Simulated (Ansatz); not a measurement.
An input for Ansatz 0.2.0 (BaTiO3 (Barioperovskite)):

```yaml
crystal:
  lattice:
    - [4.06521, 0.0, 0.0]
    - [0.0, 2.893638, 2.902053]
    - [0.0, -2.893638, 2.902053]
  atoms:
    - { symbol: Ba, position: [0.0, 0.0145380597, 0.0145380597] }
    - { symbol: Ti, position: [0.5, 0.5288834529, 0.5288834529] }
    - { symbol: O, position: [0.0, 0.4895681477, 0.4895681477] }
    - { symbol: O, position: [0.5, 0.4911432341, 0.9727471055] }
    - { symbol: O, position: [0.5, 0.9727471055, 0.4911432341] }
kpoints:
  mp_grid: { grid: [4, 4, 4] }
hamiltonian:
  xc: lda
  pseudopotentials: { kind: paw, azcp: { folder: soft_1 }, xc_functional: pbe }
scf:
  occupations: { method: fixed }
gw:
  n_empty_bands: 242
  ecut_chi: 140
  qp_bands: [v2, c2]
  qp_kpoints: band_edges
  screening: { model: contour_deformation }
```

```sh
ansatz run input.yaml --threads 3 --pin off --max-ram 92160MiB --backend cuda --events-out ev --progress --plain --runs-dir out --devices 1 --max-vram 13GiB
```

How long will it take on 1 × NVIDIA H100 80GB HBM3 (shared by 6 runs) with 3 threads of AMD EPYC 7R13 (Zen 3), shared host, and how much memory?

It took 46 s; on shared hardware allow 23 s to 91 s. Peak host memory was 1.4 GiB. The sizes that set the cost: 1357 plane waves a state, 21 irreducible k points, 262 bands summed, 251 plane waves in the screening and 9 SCF cycles.

The screening grows as filled bands × empty bands × pairs of k points, times the square of the screening basis for the matrix.

[Paths, hosts, dates, memory and timing lines, banners, echoed tables and standing remarks are left out of the program output.]

[Logs are printed without paths, hosts, clocks, repeated set-up lines and the standing remarks that a program may print on its own settings, such as how far it seeks lower states.]

[Runs of the session that timed out or met a known fault of the program may be left out.]

[Cells called generated may have been cut or substituted from an entry of the Crystallography Open Database or the Materials Project.]

[Hosts, paths, dates, database ids (printed as entryN), source tags and the programs' standing remarks are cut or masked in the printed files.]
